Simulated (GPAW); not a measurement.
# BaTiO3: optical spectrum from first principles

Aim: the dielectric function of BaTiO3, and the optical constants that follow from it.

Program: GPAW 26.7.0. Level of theory: DFT, LDA, plane-wave PAW (GPAW data sets), scalar-relativistic, RPA, optical limit. Results are calculated unless marked as measured.

## (1) Starting point

The structure is cubic, space group Pm-3m (No. 221). The conventional cell has a = 4.006 Å, b = 4.006 Å, c = 4.006 Å, α = 90.00°, β = 90.00°, γ = 90.00°. Nearest to Ba lie 12 O at 2.83 Å. Nearest to Ti lie 6 O at 2.00 Å. O has 2 Ti at 2.00 Å and 4 Ba at 2.83 Å nearest. Farther neighbours and most contacts between anions are not listed.

## (2) Ground state

First the ground state: is it a metal or has it a gap?

This step: DFT, LDA, plane-wave PAW (GPAW data sets), scalar-relativistic, ground state (GPAW 26.7.0).

Contents of gs.py:

```python
from ase import Atoms
from ase.dft.bandgap import bandgap
from gpaw import GPAW, PW, FermiDirac

atoms = Atoms(['Ba', 'Ti', 'O', 'O', 'O'],
              cell=[[4.006000000000, 0.000000000000, 0.000000000000],
                    [0.000000000000, 4.006000000000, 0.000000000000],
                    [0.000000000000, 0.000000000000, 4.006000000000]],
              scaled_positions=[[0.500000000000, 0.500000000000, 0.500000000000],
                                [0.000000000000, 0.000000000000, 0.000000000000],
                                [0.000000000000, 0.000000000000, 0.500000000000],
                                [0.000000000000, 0.500000000000, 0.000000000000],
                                [0.500000000000, 0.000000000000, 0.000000000000]],
              pbc=[True, True, True])
atoms.calc = GPAW(mode=PW(500), xc='LDA', kpts={'size': (6, 6, 6), 'gamma': True},
                  occupations=FermiDirac(0.05), maxiter=150, txt='gs.txt')
print('energy (eV)', atoms.get_potential_energy())
print('Fermi level (eV)', atoms.calc.get_fermi_level())
print('valence electrons', atoms.calc.get_number_of_electrons())
print('gap (eV)', bandgap(atoms.calc, output=None)[0])
print('direct gap (eV)', bandgap(atoms.calc, direct=True, output=None)[0])
atoms.calc.write('gs.gpw')
```

Started as:

```
$ OMP_NUM_THREADS=1 python gs.py
```

Numbers of over 12 decimals in the logs are rounded to 6 here.

Log:

```text
__  _  _
 | _ |_)|_||  |
 |__||  | ||/\| - 26.7.0

Versions:
  Python: 3.12.14
  ASE:    3.29.0
  Numpy:  2.5.5
  Scipy:  1.18.1
  Libxc:  7.0.0

Input parameters:
  mode=PW(ecut=500.0),
  kpts=MonkhorstPack(size=(6, 6, 6), gamma=True),
  maxiter=150,
  occupations=Occupations(name='fermi-dirac', width=0.05, fixmagmom=False),
  xc=XC(name='LDA')

Diagonalizing LCAO Hamiltonian
Converting LCAO to pw mode
   .---------.
  /|         |
 * |         |
 | |   Ba    |
 O |         |
 | .---------.
 |/         /
 Ti---O----*

Atoms  # Å, Bohr magnetons
|   | symbol |        x |        y |        z |    initial magnetic moments |
| 0 |     Ba | 2.003000 | 2.003000 | 2.003000 | ( 0.0000,  0.0000,  0.0000) |
| 1 |     Ti | 0.000000 | 0.000000 | 0.000000 | ( 0.0000,  0.0000,  0.0000) |
| 2 |      O | 0.000000 | 0.000000 | 2.003000 | ( 0.0000,  0.0000,  0.0000) |
| 3 |      O | 0.000000 | 2.003000 | 0.000000 | ( 0.0000,  0.0000,  0.0000) |
| 4 |      O | 2.003000 | 0.000000 | 0.000000 | ( 0.0000,  0.0000,  0.0000) |

Unit cell  # Å
| periodic |        x |        y |        z |  lengths |    angles |
|      yes | 4.006000 | 0.000000 | 0.000000 | 4.006000 | 90.000000 |
|      yes | 0.000000 | 4.006000 | 0.000000 | 4.006000 | 90.000000 |
|      yes | 0.000000 | 0.000000 | 4.006000 | 4.006000 | 90.000000 |

Number of symmetries: 48
Symmetry operations  # r_c * U_cc + t_c -> r_c
|    | kind |            matrix            |
|  0 |  E   |  1, 0, 0,  0, 1, 0,  0, 0, 1 |
|  1 |  σ   |  1, 0, 0,  0, 1, 0,  0, 0,-1 |
|  2 |  σ   |  1, 0, 0,  0, 0, 1,  0, 1, 0 |
|  3 |  C4  |  1, 0, 0,  0, 0, 1,  0,-1, 0 |
|  4 |  C4  |  1, 0, 0,  0, 0,-1,  0, 1, 0 |
|  5 |  σ   |  1, 0, 0,  0, 0,-1,  0,-1, 0 |
|  6 |  σ   |  1, 0, 0,  0,-1, 0,  0, 0, 1 |
|  7 |  C2  |  1, 0, 0,  0,-1, 0,  0, 0,-1 |
|  8 |  σ   |  0, 1, 0,  1, 0, 0,  0, 0, 1 |
|  9 |  C2  |  0, 1, 0,  1, 0, 0,  0, 0,-1 |
| 10 |  C3  |  0, 1, 0,  0, 0, 1,  1, 0, 0 |
| 11 |  S6  |  0, 1, 0,  0, 0, 1, -1, 0, 0 |
| 12 |  S6  |  0, 1, 0,  0, 0,-1,  1, 0, 0 |
| 13 |  C3  |  0, 1, 0,  0, 0,-1, -1, 0, 0 |
| 14 |  C4  |  0, 1, 0, -1, 0, 0,  0, 0, 1 |
| 15 |  S4  |  0, 1, 0, -1, 0, 0,  0, 0,-1 |
| 16 |  C3  |  0, 0, 1,  1, 0, 0,  0, 1, 0 |
| 17 |  S6  |  0, 0, 1,  1, 0, 0,  0,-1, 0 |
| 18 |  σ   |  0, 0, 1,  0, 1, 0,  1, 0, 0 |
| 19 |  C4  |  0, 0, 1,  0, 1, 0, -1, 0, 0 |
| 20 |  C2  |  0, 0, 1,  0,-1, 0,  1, 0, 0 |
| 21 |  S4  |  0, 0, 1,  0,-1, 0, -1, 0, 0 |
| 22 |  S6  |  0, 0, 1, -1, 0, 0,  0, 1, 0 |
| 23 |  C3  |  0, 0, 1, -1, 0, 0,  0,-1, 0 |
| 24 |  S6  |  0, 0,-1,  1, 0, 0,  0, 1, 0 |
| 25 |  C3  |  0, 0,-1,  1, 0, 0,  0,-1, 0 |
| 26 |  C4  |  0, 0,-1,  0, 1, 0,  1, 0, 0 |
| 27 |  σ   |  0, 0,-1,  0, 1, 0, -1, 0, 0 |
| 28 |  S4  |  0, 0,-1,  0,-1, 0,  1, 0, 0 |
| 29 |  C2  |  0, 0,-1,  0,-1, 0, -1, 0, 0 |
| 30 |  C3  |  0, 0,-1, -1, 0, 0,  0, 1, 0 |
| 31 |  S6  |  0, 0,-1, -1, 0, 0,  0,-1, 0 |
| 32 |  C4  |  0,-1, 0,  1, 0, 0,  0, 0, 1 |
| 33 |  S4  |  0,-1, 0,  1, 0, 0,  0, 0,-1 |
| 34 |  S6  |  0,-1, 0,  0, 0, 1,  1, 0, 0 |
| 35 |  C3  |  0,-1, 0,  0, 0, 1, -1, 0, 0 |
| 36 |  C3  |  0,-1, 0,  0, 0,-1,  1, 0, 0 |
| 37 |  S6  |  0,-1, 0,  0, 0,-1, -1, 0, 0 |
| 38 |  σ   |  0,-1, 0, -1, 0, 0,  0, 0, 1 |
| 39 |  C2  |  0,-1, 0, -1, 0, 0,  0, 0,-1 |
| 40 |  σ   | -1, 0, 0,  0, 1, 0,  0, 0, 1 |
| 41 |  C2  | -1, 0, 0,  0, 1, 0,  0, 0,-1 |
| 42 |  C2  | -1, 0, 0,  0, 0, 1,  0, 1, 0 |
| 43 |  S4  | -1, 0, 0,  0, 0, 1,  0,-1, 0 |
| 44 |  S4  | -1, 0, 0,  0, 0,-1,  0, 1, 0 |
| 45 |  C2  | -1, 0, 0,  0, 0,-1,  0,-1, 0 |
| 46 |  C2  | -1, 0, 0,  0,-1, 0,  0, 0, 1 |
| 47 |  i   | -1, 0, 0,  0,-1, 0,  0, 0,-1 |

BZ-sampling:
  Number of BZ points: 216
  Number of IBZ points: 20

  Monkhorst-Pack size: [6, 6, 6]
  Monkhorst-Pack shift: [0.083333, 0.083333, 0.083333]

K-points  # in reciprocal-cell coordinates
|     |                                coordinates |     weight |
|   0 | (  0.00000000,   0.00000000,   0.00000000) | 0.00462963 |
|   1 | (  0.16666667,   0.00000000,   0.00000000) | 0.02777778 |
|   2 | (  0.16666667,   0.16666667,   0.00000000) | 0.05555556 |
|   3 | (  0.16666667,   0.16666667,   0.16666667) | 0.03703704 |
|   4 | (  0.33333333,   0.00000000,   0.00000000) | 0.02777778 |
|   5 | (  0.33333333,   0.16666667,   0.00000000) | 0.11111111 |
|   6 | (  0.33333333,   0.16666667,   0.16666667) | 0.11111111 |
|   7 | (  0.33333333,   0.33333333,   0.00000000) | 0.05555556 |
|   8 | (  0.33333333,   0.33333333,   0.16666667) | 0.11111111 |
|   9 | (  0.33333333,   0.33333333,   0.33333333) | 0.03703704 |
| ... |                                            |            |
|  19 | (  0.50000000,   0.50000000,   0.50000000) | 0.00462963 |

Plane wave coefficients: 1654
Cutoff: 500.0 eV

Spin-components: 1 (collinear spins)
Bands:           28
Projectors:      27
Spin-degeneracy: 2
Datatype:        complex128

Parallelization:
  kpt:    1
  domain: 1
  band:   1

Density:
  Valence electrons: 40.0
  Components: 1
  Grid points: [21 21 21]
  Charge: 0.0  # |e|

Potential:
  Grid points: [21 21 21]

species:
  Ba:
    name:    Barium
    id:
    Z:       56.0
    valence: 10
    core:    46
    charge:  0.0  # [|e|]
    compensation charges:
      type: gauss
      rc: 0.37  # [Å]
      lmax: 2
    cutoffs:
      filter: 2.06  # [Å]
      core: 2.33  # [Å]
    projectors
    | kind |    occ | energy [eV] | rcut [Å] |
    |   5s |  2.000 |     -33.774 |    1.164 |
    |   6s |  2.000 |      -3.346 |    1.164 |
    |   5p |  6.000 |     -18.813 |    1.164 |
    |    p |        |       0.000 |    1.164 |
    |    d |        |       0.000 |    1.164 |
    |    d |        |      27.211 |    1.164 |

    Using partial waves for Ba as LCAO basis

  Ti:
    name:    Titanium
    id:
    Z:       22.0
    valence: 12
    core:    10
    charge:  0.0  # [|e|]
    compensation charges:
      type: gauss
      rc: 0.38  # [Å]
      lmax: 2
    cutoffs:
      filter: 2.23  # [Å]
      core: 1.02  # [Å]
    projectors
    | kind |    occ | energy [eV] | rcut [Å] |
    |   3s |  2.000 |     -62.257 |    1.270 |
    |   4s |  2.000 |      -4.593 |    1.270 |
    |   3p |  6.000 |     -38.791 |    1.058 |
    |   4p |  0.000 |      -1.536 |    1.058 |
    |   3d |  2.000 |      -4.463 |    1.058 |
    |    d |        |      22.748 |    1.058 |

    Using partial waves for Ti as LCAO basis

  O:
    name:    Oxygen
    id:
    Z:       8.0
    valence: 6
    core:    2
    charge:  0.0  # [|e|]
    compensation charges:
      type: gauss
      rc: 0.21  # [Å]
      lmax: 2
    cutoffs:
      filter: 1.17  # [Å]
      core: 0.83  # [Å]
    projectors
    | kind |    occ | energy [eV] | rcut [Å] |
    |   2s |  2.000 |     -23.752 |    0.688 |
    |   2p |  4.000 |      -9.195 |    0.598 |
    |    s |        |       3.459 |    0.688 |
    |    p |        |      18.016 |    0.598 |
    |    d |        |       0.000 |    0.619 |

    Using partial waves for O as LCAO basis

Reference energy: -250365.446817  # eV

eigensolver:
  PPCG
  Converge bands: occupied
  niter=2

density mixing:
  MSR1-Mixer
  Pratt-step length: 0.05
  Maximum mixing coefficient: 0.75
  Old densities: 10
  SVD Regularization: 0.005
  Good broyden scale: 1.0
  Trust region scale: 1.0
  Backstep threshold: 4.0
  History deletion threshold: 6.0
  Fourier metric: weight=20.0, sigma=0.015

occupation numbers:
  Fermi-Dirac:
    width: 0.0500  # eV

poisson solver:
  ecut: 4000.0  # eV

xc functional:
  name: None

convergence criteria:
- Maximum [total energy] change in last 3 cyles: 0.0005 eV / valence electron
- Maximum integral of absolute [dens]ity change: 0.0001 electrons / valence electron
- Maximum integral of absolute [eigenst]ate change: 4e-08 eV^2 / valence electron
maximum number of iterations: 150

SCF iterations
|iter     |      energy | eigst |  dens |
|iter:   1||  -47.466728 | -0.09 |       |
|iter:   2||  -45.811867 | -1.70 | -0.89 |
|iter:   3||  -42.712025 | -0.76 | -0.95 |
|iter:   4||  -42.457162 | -1.87 | -1.44 |
|iter:   5||  -42.395389 | -2.66 | -1.64 |
|iter:   6||  -42.390939 | -3.70 | -2.04 |
|iter:   7||  -42.390567c| -4.45 | -2.81 |
|iter:   8||  -42.390568c| -6.12 | -3.45 |
|iter:   9||  -42.390567c| -6.97 | -3.93 |
|iter:  10||  -42.390566c| -8.07c| -4.56c|

Converged in 10 steps
SCF loop duration: 27.696 s (2.770 s/step)
Energy contributions relative to reference atoms: (reference = -250365.446817)

Energy contributions:
  Kinetic:          28.258276
  Coulomb:         -30.650857
  Zero:              0.156272
  External:          0.000000
  Xc:              -40.154257
  Entropy:          -0.000000
  Spinorbit:         0.000000
  ----------------------------
  Free energy:     -42.390566
  Extrapolated:    -42.390566

dipole moment: (-35.473197, -35.473197, -35.473197)  # |e|*Ang

Fermi level: 8.129
Eigenvalues  # (at kpt = [0.000, 0.000, 0.000])
| band index |      eig [eV] | occ [0-2] |
|          0 |       -48.678 |     2.000 |
|        ... |               |           |
|         12 |         4.959 |     2.000 |
|         13 |         4.959 |     2.000 |
|         14 |         6.158 |     2.000 |
|         15 |         6.158 |     2.000 |
|         16 |         6.158 |     2.000 |
|         17 |         7.136 |     2.000 |
|         18 |         7.136 |     2.000 |
|         19 |         7.136 |     2.000 |
|         20 |         8.961 |     0.000 |
|         21 |         8.961 |     0.000 |
|         22 |         8.961 |     0.000 |
|         23 |        11.234 |     0.000 |
|         24 |        11.234 |     0.000 |
|         25 |        12.200 |     0.000 |
|         26 |        12.200 |     0.000 |
|         27 |        14.435 |     0.000 |

Gap: 1.692 eV
Transition (v -> c):
  (s=0, k=19, n=19, [0.50, 0.50, 0.50]) -> (s=0, k=0, n=20, [0.00, 0.00, 0.00])
Direct/indirect transitions are different
Direct gap: 1.825 eV
Transition at: (s=0, k=0, n=19, [0.00, 0.00, 0.00])

--- standard output ---
energy (eV) -42.390566
Fermi level (eV) 8.129129
valence electrons 40.0
gap (eV) 1.692037
direct gap (eV) 1.825307
```

It took 31 s on 1 thread of Arm Neoverse N1, shared host; peak memory 0.16 GiB.

This step gave:

| Quantity | Value |
| --- | --- |
| energy | -42.39 eV |
| Fermi energy | 8.129 eV |
| gap on the k-mesh | 1.692 eV |
| direct gap on the mesh | 1.825 eV |
| electrons | 40 |

There is a gap, 1.69 eV on this mesh (points off the mesh can give less), so no carriers' term is needed.

## (3) Bands for the response

The response needs many more empty bands than the density does.

This step: DFT, LDA, plane-wave PAW (GPAW data sets), scalar-relativistic, bands at fixed density (GPAW 26.7.0).

Contents of nscf.py:

```python
from ase.dft.bandgap import bandgap
from gpaw import GPAW, FermiDirac

calc = GPAW('gs.gpw').fixed_density(kpts={'size': (8, 8, 8), 'gamma': True}, nbands=49, convergence={'bands': 43},
                                    occupations=FermiDirac(0.001), txt='nscf.txt')
print('gap (eV)', bandgap(calc, output=None)[0])
print('direct gap (eV)', bandgap(calc, direct=True, output=None)[0])
print('top band over the Fermi level (eV)', min(calc.get_eigenvalues(kpt=k)[42] for k in range(len(calc.get_ibz_k_points()))) - calc.get_fermi_level())
calc.write('full.gpw', mode='all')
```

Started as:

```
$ OMP_NUM_THREADS=1 python nscf.py
```

Log:

```text
Diagonalizing LCAO Hamiltonian
Converting LCAO to pw mode
convergence criteria:
- Maximum integral of absolute [eigenst]ate change: 4e-08 eV^2 / valence electron
maximum number of iterations: 150

SCF iterations
|iter     |      energy | eigst |  dens |
|iter:   1||             | +3.01 |       |
|iter:   2||             | +1.82 |       |
|iter:   3||             | +0.83 |       |
|iter:   4||             | -0.49 |       |
|iter:   5||             | -1.63 |       |
|iter:   6||             | -2.95 |       |
|iter:   7||             | -4.05 |       |
|iter:   8||             | -5.34 |       |
|iter:   9||             | -6.45 |       |
|iter:  10||             | -7.44c|       |
SCF steps: 10
  __  _  _
 | _ |_)|_||  |
 |__||  | ||/\| - 26.7.0

Versions:
  Python: 3.12.14
  ASE:    3.29.0
  Numpy:  2.5.5
  Scipy:  1.18.1
  Libxc:  7.0.0

Input parameters:
  mode=PW(ecut=500.0),
  convergence={'bands': 43},
  gpts=array([21, 21, 21]),
  kpts=MonkhorstPack(size=(8, 8, 8), gamma=True),
  maxiter=150,
  nbands=49,
  occupations=Occupations(name='fermi-dirac', width=0.001, fixmagmom=False),
  parallel={},
  xc=XC(name='LDA')

--- standard output ---
gap (eV) 1.692037
direct gap (eV) 1.825307
top band over the Fermi level (eV) 19.931684
```

The job ended after 83 s (1 thread; peak memory 0.22 GiB).

(Continued in part 2 of 2.)

[Machine, clock and banner lines and Python warnings are left out of the logs.]

[Logs are printed without paths, hosts, clocks, repeated set-up lines and the standing remarks that a program may print on its own settings, such as how far it seeks lower states.]

[Hosts, paths, dates, database ids (printed as entryN), source tags and the programs' standing remarks are cut or masked in the printed files.]
